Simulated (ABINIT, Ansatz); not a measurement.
# AlGa3N4 (P-43m): G0W0 with ABINIT, start to end, part 2 of 3

Aim: the G0W0 gap of AlGa3N4 (P-43m) on PBEsol, step by step.

ABINIT 10.8.3; PBEsol and many-body steps on it, plane waves. Known limits of the many-body steps: not at the basis limit; no spin-orbit coupling; coarse k mesh.

So far. Step 2 (Ground state): The gap is direct, at Γ.

**3. Bands along the symmetry lines**

Level of this step: DFT, PBEsol, plane waves, norm-conserving pseudopotentials (ABINIT).

The cheap functional maps the bands first; the places of the edges decide which points the dearer methods must see.

The input, run.abi:

```
acell 3*1.0 Angstrom
rprim 
  4.471685360000 0.000000000000 0.000000000000
  0.000000000000 4.471685360000 0.000000000000
  0.000000000000 0.000000000000 4.471685360000
ntypat 3
znucl 13 31 7
natom 8
typat 1 2 2 2 3 3 3 3
xred 
  0.000000000000 0.000000000000 0.000000000000
  0.500000000000 0.500000000000 0.000000000000
  0.500000000000 0.000000000000 0.500000000000
  0.000000000000 0.500000000000 0.500000000000
  0.755714420000 0.755714420000 0.244285580000
  0.755714420000 0.244285580000 0.755714420000
  0.244285580000 0.755714420000 0.755714420000
  0.244285580000 0.244285580000 0.244285580000
pp_dirpath "pseudos"
pseudos "Al.upf, Ga.upf, N.upf"
ecut 45
iscf -2
irdden 1
kptopt 0
nkpt 26
kpt 
  0.00000000 0.00000000 0.00000000
  0.00000000 0.12500000 0.00000000
  0.00000000 0.25000000 0.00000000
  0.00000000 0.37500000 0.00000000
  0.00000000 0.50000000 0.00000000
  0.12500000 0.50000000 0.00000000
  0.25000000 0.50000000 0.00000000
  0.37500000 0.50000000 0.00000000
  0.50000000 0.50000000 0.00000000
  0.37500000 0.37500000 0.00000000
  0.25000000 0.25000000 0.00000000
  0.12500000 0.12500000 0.00000000
  0.00000000 0.00000000 0.00000000
  0.12500000 0.12500000 0.12500000
  0.25000000 0.25000000 0.25000000
  0.37500000 0.37500000 0.37500000
  0.50000000 0.50000000 0.50000000
  0.37500000 0.50000000 0.37500000
  0.25000000 0.50000000 0.25000000
  0.12500000 0.50000000 0.12500000
  0.00000000 0.50000000 0.00000000
  0.50000000 0.50000000 0.50000000
  0.50000000 0.50000000 0.37500000
  0.50000000 0.50000000 0.25000000
  0.50000000 0.50000000 0.12500000
  0.50000000 0.50000000 0.00000000
istwfk *1
nband 50
nbdbuf 2
tolwfr 1e-08
nstep 40
prtwf 0
prtvol 0
indata_prefix "in"
outdata_prefix "out"
tmpdata_prefix "tmp"
```

Command:

```sh
$ OMP_NUM_THREADS=1 mpirun -n 4 abinit run.abi > log
```

Numbers of over 12 decimals in the logs are rounded to 6 here.

The log of the run:

```text
.Version 10.8.3 of ABINIT. v10.8.2 released Aug 2026.

 Symmetries : space group P-4 3 m (#215); Bravais cP (primitive cubic)
[... echo of the input left out ...]
== DATASET  1 ==================================================================
-   mpi_nproc: 4, omp_nthreads: 1 (-1 if OMP is not activated)

--- !DatasetInfo
iteration_state: {dtset: 1, }
dimensions: {natom: 8, nkpt: 26, mband: 50, nsppol: 1, nspinor: 1, nspden: 1, mpw: 8744, }
cutoff_energies: {ecut:  45.0, pawecutdg:  -1.0, }
electrons: {nelect:   8.60000000E+01, charge:   0.00000000E+00, occopt:   1.00000000E+00, tsmear:   1.00000000E-02, }

 Real(R)+Recip(G) space primitive vectors, cartesian coordinates (Bohr,Bohr^-1):
 R(1)=  8.4502607  0.0000000  0.0000000  G(1)=  0.1183395  0.0000000  0.0000000
 R(2)=  0.0000000  8.4502607  0.0000000  G(2)=  0.0000000  0.1183395  0.0000000
 R(3)=  0.0000000  0.0000000  8.4502607  G(3)=  0.0000000  0.0000000  0.1183395
 Unit cell volume ucvol=  6.0340696E+02 bohr^3
 Angles (23,13,12)=  9.00000000E+01  9.00000000E+01  9.00000000E+01 degrees

 getcut: wavevector=  0.0000  0.0000  0.0000  ngfft=  54  54  54
         ecut(hartree)=     45.000   => boxcut(ratio)=   2.11618

--- Pseudopotential description ------------------------------------------------
- Al Generated using ONCVPSP code by D. R. Hamann
- 13.00000   3.00000  180301                  znucl, zion, pspdat
12 -116133 2 -1 1876                          pspcod,pspxc,lmax,lloc,mmax
     nproj     2     2     2
  pspatm : epsatm=    0.68509285
         --- l  ekb(1:nproj) -->
             0    5.834965    0.726662
             1    6.225605    0.924840
             2   -2.432733   -0.548689
 pspatm: atomic psp has been read  and splines computed

- Ga Generated using ONCVPSP code by D. R. Hamann
- 31.00000  21.00000  180301                  znucl, zion, pspdat
12 -116133 2 -1 1902                          pspcod,pspxc,lmax,lloc,mmax
     nproj     2     2     2
  pspatm : epsatm=   21.80669258
         --- l  ekb(1:nproj) -->
[...]
pspatm: atomic psp has been read  and splines computed

- N Generated using ONCVPSP code by D. R. Hamann
-  7.00000   5.00000  180301                  znucl, zion, pspdat
12 -116133 1 -1 1058                          pspcod,pspxc,lmax,lloc,mmax
     nproj     2     2     0
  pspatm : epsatm=    5.26508482
         --- l  ekb(1:nproj) -->
[...]
pspatm: atomic psp has been read  and splines computed

--------------------------------------------------------------------------------

================================================================================
 prteigrs : about to open file out_EIG
 Non-SCF case, kpt    1 (  0.00000  0.00000  0.00000), residuals and eigenvalues=
  6.15E-09  3.32E-09  5.50E-09  1.64E-09  1.70E-09  6.56E-09  1.64E-09  3.00E-09
  5.84E-09  1.51E-09  2.96E-09  7.50E-09  9.66E-09  1.38E-09  3.93E-09  6.93E-09
[...]
1.2480E-01  1.2480E-01  1.2564E-01  2.0110E-01  2.0269E-01  2.0269E-01
  2.1495E-01  4.7966E-01  4.8721E-01  4.8721E-01  5.0346E-01  5.0482E-01
[...]
--- !ResultsGS
iteration_state: {dtset: 1, }
comment   : Summary of ground state results
lattice_vectors:
- [  8.4502607,   0.0000000,   0.0000000, ]
- [  0.0000000,   8.4502607,   0.0000000, ]
- [  0.0000000,   0.0000000,   8.4502607, ]
lattice_lengths: [   8.45026,    8.45026,    8.45026, ]
lattice_angles: [ 90.000,  90.000,  90.000, ] # degrees, (23, 13, 12)
lattice_volume:   6.0340696E+02
convergence: {deltae:  0.000E+00, res2:  0.000E+00, residm:  9.977E-09, diffor:  0.000E+00, }
etotal    :  -7.87749352E+02
entropy   :   0.00000000E+00
fermie    :   2.37157861E-01
cartesian_stress_tensor: null
pressure_GPa: null
xred      :
- [  0.0000E+00,   0.0000E+00,   0.0000E+00, Al]
- [  5.0000E-01,   5.0000E-01,   0.0000E+00, Ga]
- [  5.0000E-01,   0.0000E+00,   5.0000E-01, Ga]
- [  0.0000E+00,   5.0000E-01,   5.0000E-01, Ga]
- [  7.5571E-01,   7.5571E-01,   2.4429E-01,  N]
- [  7.5571E-01,   2.4429E-01,   7.5571E-01,  N]
- [  2.4429E-01,   7.5571E-01,   7.5571E-01,  N]
- [  2.4429E-01,   2.4429E-01,   2.4429E-01,  N]
cartesian_forces: null
force_length_stats: {min: null, max: null, mean: null, }

 Integrated electronic density in atomic spheres:
 ------------------------------------------------
 Atom  Sphere_radius  Integrated_density
[...]
================================================================================

 ----iterations are completed or convergence reached----

 Mean square residual over all n,k,spin=   54.580E-10; max=  99.765E-10
 reduced coordinates (array xred) for    8 atoms
[...]
0.244285580000      0.755714420000      0.755714420000
       0.244285580000      0.244285580000      0.244285580000

 cartesian coordinates (angstrom) at end:
    1      0.000000     0.000000     0.000000
    2      2.235843     2.235843     0.000000
    3      2.235843     0.000000     2.235843
[...]
7      1.092368     3.379317     3.379317
    8      1.092368     1.092368     1.092368
 length scales=  1.889726125908  1.889726125908  1.889726125908 bohr
              =  1.000000000000  1.000000000000  1.000000000000 angstroms
 prteigrs : about to open file out_EIG
 Eigenvalues (hartree) for nkpt=  26  k points:
 kpt#   1, nband= 50, wtk=  1.00000, kpt=  0.0000  0.0000  0.0000 (reduced coord)
[...]
kpt#   2, nband= 50, wtk=  1.00000, kpt=  0.0000  0.1250  0.0000 (reduced coord)
[...]
kpt#   3, nband= 50, wtk=  1.00000, kpt=  0.0000  0.2500  0.0000 (reduced coord)
[...]
kpt#  25, nband= 50, wtk=  1.00000, kpt=  0.5000  0.5000  0.1250 (reduced coord)
[...]
0.52669    0.52704
 kpt#  26, nband= 50, wtk=  1.00000, kpt=  0.5000  0.5000  0.0000 (reduced coord)
[...]
0.04251    0.04688    0.07078    0.12313    0.12480    0.12480    0.12564    0.20110
   0.20269    0.20269    0.21495    0.47966    0.48721    0.48721    0.50346    0.50482
   0.52275    0.52276

== END DATASET(S) ==============================================================
================================================================================

 -outvars: echo values of variables after computation  --------
            nband          50
             nkpt          26
          spgroup         215
 [... the other variables as echoed above ...]

 Calculation completed.
```

Wall time 3.5 min (4 MPI ranks of Intel Xeon Platinum 8259CL at 2.50GHz (Skylake/Cascade Lake), shared host); peak memory 0.52 GiB; 14 min of CPU time.

Numbers from this step:

```
gap                        : 2.296 eV
k of the valence top       : 0, 0, 0
k of the conduction bottom : 0, 0, 0
least direct gap           : 2.296 eV
```

The gap is 2.296 eV, as in the run before at this level.

Electronic bands along the path, in eV, zero at the top of the highest filled band:

```tsv
point	band 40	band 41	band 42	band 43	band 44	band 45	band 46	band 47
Γ	-2.46	0.00	0.00	0.00	2.30	3.36	3.36	3.36
halfway	-2.15	-1.32	-0.40	-0.40	3.63	4.04	4.57	4.57
X	-1.47	-1.47	-1.19	-1.19	4.84	4.94	6.15	6.15
halfway	-1.92	-1.84	-0.99	-0.80	5.55	5.66	6.46	6.47
M	-0.98	-0.94	-0.94	-0.60	6.60	6.80	6.80	7.25
halfway	-2.18	-1.94	-0.91	-0.13	4.38	5.00	5.04	5.16
Γ	-2.46	0.00	0.00	0.00	2.30	3.36	3.36	3.36
halfway	-1.73	-1.64	-0.41	-0.41	4.57	5.42	5.42	5.62
R	-0.74	-0.68	-0.68	-0.68	4.92	4.92	4.92	6.16
halfway	-1.21	-1.19	-1.09	-0.95	5.44	5.62	6.84	6.89
X	-1.47	-1.47	-1.19	-1.19	4.84	4.94	6.15	6.15
jump to R	-0.74	-0.68	-0.68	-0.68	4.92	4.92	4.92	6.16
halfway	-0.91	-0.91	-0.89	-0.61	5.77	5.80	5.80	6.73
M	-0.98	-0.94	-0.94	-0.60	6.60	6.80	6.80	7.25
```

**4. Empty states on the mesh, 2×2×2 mesh, 206 bands**

The sums over transitions need many empty states on a uniform mesh; this step solves for them.

The input, run.abi:

```
acell 3*1.0 Angstrom
rprim 
  4.471685360000 0.000000000000 0.000000000000
  0.000000000000 4.471685360000 0.000000000000
  0.000000000000 0.000000000000 4.471685360000
ntypat 3
znucl 13 31 7
natom 8
typat 1 2 2 2 3 3 3 3
xred 
  0.000000000000 0.000000000000 0.000000000000
  0.500000000000 0.500000000000 0.000000000000
  0.500000000000 0.000000000000 0.500000000000
  0.000000000000 0.500000000000 0.500000000000
  0.755714420000 0.755714420000 0.244285580000
  0.755714420000 0.244285580000 0.755714420000
  0.244285580000 0.755714420000 0.755714420000
  0.244285580000 0.244285580000 0.244285580000
pp_dirpath "pseudos"
pseudos "Al.upf, Ga.upf, N.upf"
ecut 45
ngkpt 2 2 2
nshiftk 1
shiftk 0 0 0
kptopt 1
chksymbreak 0
iscf -2
irdden 1
istwfk *1
nband 206
nbdbuf 18
tolwfr 1e-09
nstep 60
prtvol 0
indata_prefix "in"
outdata_prefix "out"
tmpdata_prefix "tmp"
```

The log of the run:

```text
.Version 10.8.3 of ABINIT. v10.8.2 released Aug 2026.

 Symmetries : space group P-4 3 m (#215); Bravais cP (primitive cubic)
[... echo of the input left out ...]
== DATASET  1 ==================================================================
-   mpi_nproc: 4, omp_nthreads: 1 (-1 if OMP is not activated)

--- !DatasetInfo
iteration_state: {dtset: 1, }
dimensions: {natom: 8, nkpt: 4, mband: 206, nsppol: 1, nspinor: 1, nspden: 1, mpw: 8744, }
cutoff_energies: {ecut:  45.0, pawecutdg:  -1.0, }
electrons: {nelect:   8.60000000E+01, charge:   0.00000000E+00, occopt:   1.00000000E+00, tsmear:   1.00000000E-02, }

 Real(R)+Recip(G) space primitive vectors, cartesian coordinates (Bohr,Bohr^-1):
 R(1)=  8.4502607  0.0000000  0.0000000  G(1)=  0.1183395  0.0000000  0.0000000
 R(2)=  0.0000000  8.4502607  0.0000000  G(2)=  0.0000000  0.1183395  0.0000000
 R(3)=  0.0000000  0.0000000  8.4502607  G(3)=  0.0000000  0.0000000  0.1183395
 Unit cell volume ucvol=  6.0340696E+02 bohr^3
 Angles (23,13,12)=  9.00000000E+01  9.00000000E+01  9.00000000E+01 degrees

 getcut: wavevector=  0.0000  0.0000  0.0000  ngfft=  54  54  54
         ecut(hartree)=     45.000   => boxcut(ratio)=   2.11618

--- Pseudopotential description ------------------------------------------------
- Al Generated using ONCVPSP code by D. R. Hamann
- 13.00000   3.00000  180301                  znucl, zion, pspdat
12 -116133 2 -1 1876                          pspcod,pspxc,lmax,lloc,mmax
     nproj     2     2     2
  pspatm : epsatm=    0.68509285
         --- l  ekb(1:nproj) -->
             0    5.834965    0.726662
             1    6.225605    0.924840
             2   -2.432733   -0.548689
 pspatm: atomic psp has been read  and splines computed

- Ga Generated using ONCVPSP code by D. R. Hamann
- 31.00000  21.00000  180301                  znucl, zion, pspdat
12 -116133 2 -1 1902                          pspcod,pspxc,lmax,lloc,mmax
     nproj     2     2     2
  pspatm : epsatm=   21.80669258
         --- l  ekb(1:nproj) -->
[...]
pspatm: atomic psp has been read  and splines computed

- N Generated using ONCVPSP code by D. R. Hamann
-  7.00000   5.00000  180301                  znucl, zion, pspdat
12 -116133 1 -1 1058                          pspcod,pspxc,lmax,lloc,mmax
     nproj     2     2     0
  pspatm : epsatm=    5.26508482
         --- l  ekb(1:nproj) -->
[...]
pspatm: atomic psp has been read  and splines computed

--------------------------------------------------------------------------------

================================================================================
 prteigrs : about to open file out_EIG
 Non-SCF case, kpt    1 (  0.00000  0.00000  0.00000), residuals and eigenvalues=
  3.55E-10  4.81E-10  5.49E-10  4.82E-10  6.07E-10  1.84E-10  5.49E-10  7.96E-10
  6.25E-10  7.95E-10  9.27E-10  5.49E-10  2.76E-10  3.00E-10  2.02E-10  8.92E-10
  5.00E-10  3.46E-10  5.42E-10  9.30E-10  1.98E-10  5.91E-10  1.63E-10  2.83E-10
[...]
2.02E-06  4.07E-05  4.55E-04  3.82E-05  5.15E-04  2.91E-03
 -4.9702E+00 -4.9702E+00 -4.9702E+00 -3.1641E+00 -3.1641E+00 -3.1641E+00
 -3.1635E+00 -3.1635E+00 -3.1635E+00 -3.1634E+00 -3.1634E+00 -3.1634E+00
[...]
2.9458E+00  2.9458E+00  2.9904E+00  2.9904E+00  2.9910E+00  3.0364E+00
  3.0375E+00  3.0466E+00
 prteigrs : prtvol=0 or 1, do not print more k-points.

--- !ResultsGS
iteration_state: {dtset: 1, }
comment   : Summary of ground state results
lattice_vectors:
- [  8.4502607,   0.0000000,   0.0000000, ]
- [  0.0000000,   8.4502607,   0.0000000, ]
- [  0.0000000,   0.0000000,   8.4502607, ]
lattice_lengths: [   8.45026,    8.45026,    8.45026, ]
lattice_angles: [ 90.000,  90.000,  90.000, ] # degrees, (23, 13, 12)
lattice_volume:   6.0340696E+02
convergence: {deltae:  0.000E+00, res2:  0.000E+00, residm:  9.899E-10, diffor:  0.000E+00, }
etotal    :  -7.87749352E+02
entropy   :   0.00000000E+00
fermie    :   2.37157861E-01
cartesian_stress_tensor: null
pressure_GPa: null
xred      :
- [  0.0000E+00,   0.0000E+00,   0.0000E+00, Al]
- [  5.0000E-01,   5.0000E-01,   0.0000E+00, Ga]
- [  5.0000E-01,   0.0000E+00,   5.0000E-01, Ga]
- [  0.0000E+00,   5.0000E-01,   5.0000E-01, Ga]
- [  7.5571E-01,   7.5571E-01,   2.4429E-01,  N]
- [  7.5571E-01,   2.4429E-01,   7.5571E-01,  N]
- [  2.4429E-01,   7.5571E-01,   7.5571E-01,  N]
- [  2.4429E-01,   2.4429E-01,   2.4429E-01,  N]
cartesian_forces: null
force_length_stats: {min: null, max: null, mean: null, }

 Integrated electronic density in atomic spheres:
 ------------------------------------------------
 Atom  Sphere_radius  Integrated_density
[...]
================================================================================

 ----iterations are completed or convergence reached----

 Mean square residual over all n,k,spin=   47.311E-11; max=  98.987E-11
 reduced coordinates (array xred) for    8 atoms
[...]
0.244285580000      0.755714420000      0.755714420000
       0.244285580000      0.244285580000      0.244285580000

 cartesian coordinates (angstrom) at end:
    1      0.000000     0.000000     0.000000
    2      2.235843     2.235843     0.000000
    3      2.235843     0.000000     2.235843
[...]
7      1.092368     3.379317     3.379317
    8      1.092368     1.092368     1.092368
 length scales=  1.889726125908  1.889726125908  1.889726125908 bohr
              =  1.000000000000  1.000000000000  1.000000000000 angstroms
 prteigrs : about to open file out_EIG
 Eigenvalues (hartree) for nkpt=   4  k points:
 kpt#   1, nband=206, wtk=  0.12500, kpt=  0.0000  0.0000  0.0000 (reduced coord)
[...]
2.80964    2.80964    2.81777    2.81777    2.81777    2.84547    2.84547    2.84547
   2.84950    2.84950    2.88491    2.88491    2.93025    2.94577    2.94577    2.94578
   2.99036    2.99040    2.99095    3.03644    3.03751    3.04664
 prteigrs : prtvol=0 or 1, do not print more k-points.

== END DATASET(S) ==============================================================
================================================================================

 -outvars: echo values of variables after computation  --------
            nband         206
             nkpt           4
          spgroup         215
 [... the other variables as echoed above ...]

 Calculation completed.
```

Run time: 3.2 min. Hardware: 4 MPI ranks; peak memory 0.54 GiB.

Numbers from this step:

```yaml
gap: 2.296 eV
k_of_the_valence_top: 0, 0, 0
k_of_the_conduction_bottom: 0, 0, 0
least_direct_gap: 2.296 eV
k_points_computed: 4
lowest_point_of_the_top_converged_band_above_the_valence_top: 70.2220 eV
```

On this mesh the gap is 2.296 eV.

**5. Screening, 2×2×2 mesh, 188 bands, screening to 176.9 eV**

The RPA dielectric matrix is built and inverted for each q.

This step: RPA screening on PBEsol, plane waves, norm-conserving pseudopotentials.

Edit run.abi of step 4 so:

```diff
@@ -26,10 +26,11 @@
 chksymbreak 0
-iscf -2
-irdden 1
 istwfk *1
-nband 206
-nbdbuf 18
-tolwfr 1e-09
-nstep 60
-prtvol 0
+occopt 1
+irdwfk 1
+optdriver 3
+nband 188
+ecuteps 6.5
+inclvkb 2
+awtr 1
+symchi 1
 indata_prefix "in"
```

The log of the run:

```text
.Version 10.8.3 of ABINIT. v10.8.2 released Aug 2026.

 Symmetries : space group P-4 3 m (#215); Bravais cP (primitive cubic)
[... echo of the input left out ...]
== DATASET  1 ==================================================================
-   mpi_nproc: 4, omp_nthreads: 1 (-1 if OMP is not activated)

--- !DatasetInfo
iteration_state: {dtset: 1, }
dimensions: {natom: 8, nkpt: 4, mband: 188, nsppol: 1, nspinor: 1, nspden: 1, mpw: 8744, }
cutoff_energies: {ecut:  45.0, pawecutdg:  -1.0, }
electrons: {nelect:   8.60000000E+01, charge:   0.00000000E+00, occopt:   1.00000000E+00, tsmear:   1.00000000E-02, }

 SCREENING: Calculation of the susceptibility and dielectric matrices

 Based on a program developped by R.W. Godby, V. Olevano, G. Onida, and L. Reining.
 Incorporated in ABINIT by V. Olevano, G.-M. Rignanese, and M. Torrent.
.Using double precision arithmetic ; gwpc =  8

[... cell and pseudopotentials left out ...]
--------------------------------------------------------------------------------

 ==== K-mesh for the wavefunctions ====
 Number of points in the irreducible wedge :     4
[... list of points left out ...]
 Together with 24 symmetry operations and time-reversal symmetry
 yields     8 points in the full Brillouin Zone.

 ==== Q-mesh for the screening function ====
 Number of points in the irreducible wedge :     4
[... list of points left out ...]
 Together with 24 symmetry operations and time-reversal symmetry
 yields     8 points in the full Brillouin Zone.

 setmesh: FFT mesh size selected  =    36x   36x   36
          total number of points  =        46656

 vcoul_init : cutoff-mode = AUXILIARY_FUNCTION
 q-points for optical limit:   1
     1)      0.000010    0.000020    0.000030

- screening: taking advantage of time-reversal symmetry
- Maximum band index for partially occupied states nbvw = 43
- Remaining bands to be divided among processors   nbcw = 145
- Number of bands treated by each node ~36

 Number of electrons calculated from density =   86.0000; Expected =   86.0000
 average of density, n =  0.142524
 r_s =    1.1876
 omega_plasma =   36.4166 [eV]

 calculating chi0 at frequencies [eV] :
  1    0.000000E+00    0.000000E+00
  2    0.000000E+00    3.641662E+01

--------------------------------------------------------------------------------
  q-point number  1        q = ( 0.000000, 0.000000, 0.000000) [r.l.u.]
--------------------------------------------------------------------------------
[... chi0 elements left out ...]
 For q-point:  0.000010 0.000020 0.000030
  dielectric constant =   8.0587
  dielectric constant without local fields =   8.6995

  Average fulfillment of the sum rule on Im[epsilon] for q-point    1 :     39.79  [%]
[... wings left out ...]
  q-point number  2        q = ( 0.500000, 0.000000, 0.000000) [r.l.u.]
--------------------------------------------------------------------------------
[... chi0 elements left out ...]
  Average fulfillment of the sum rule on Im[epsilon] for q-point    2 :     43.51  [%]

 [... 2 further q-points ...]
```

The job ended after 2.4 min (4 MPI ranks; peak memory 1.7 GiB).

This step gave:

```yaml
eps_infinity_with_local_fields_on_this_mesh_along_the_program_s_q_direction: 8.059
the_same_without_local_fields: 8.700
plasma_frequency: 36.42 eV
plane_waves_in_the_screening_matrix: 461
```

Local fields lower ε∞ by 7 %. On a Γ-centred mesh this coarse the value itself is usually too large, while a short band sum pulls it down.

[end of part 2 of 3]

[Paths, hosts, dates, memory and timing lines, banners, echoed tables and standing remarks are left out of the program output.]

[Logs are printed without paths, hosts, clocks, repeated set-up lines and the standing remarks that a program may print on its own settings, such as how far it seeks lower states.]

[Runs of the session that timed out or met a known fault of the program may be left out.]

[Hosts, paths, dates, database ids (printed as entryN), source tags and the programs' standing remarks are cut or masked in the printed files.]

[G0W0 gaps are taken among the corrected bands and points alone; a level outside them can change the order at an edge.]

[Where Ansatz stands beside ABINIT at settings called matched, ABINIT's density can come from a denser mesh and the files from another edition; pairs whose starting gaps differed by over 0.03 eV were left out, so agreement reads better than it is.]
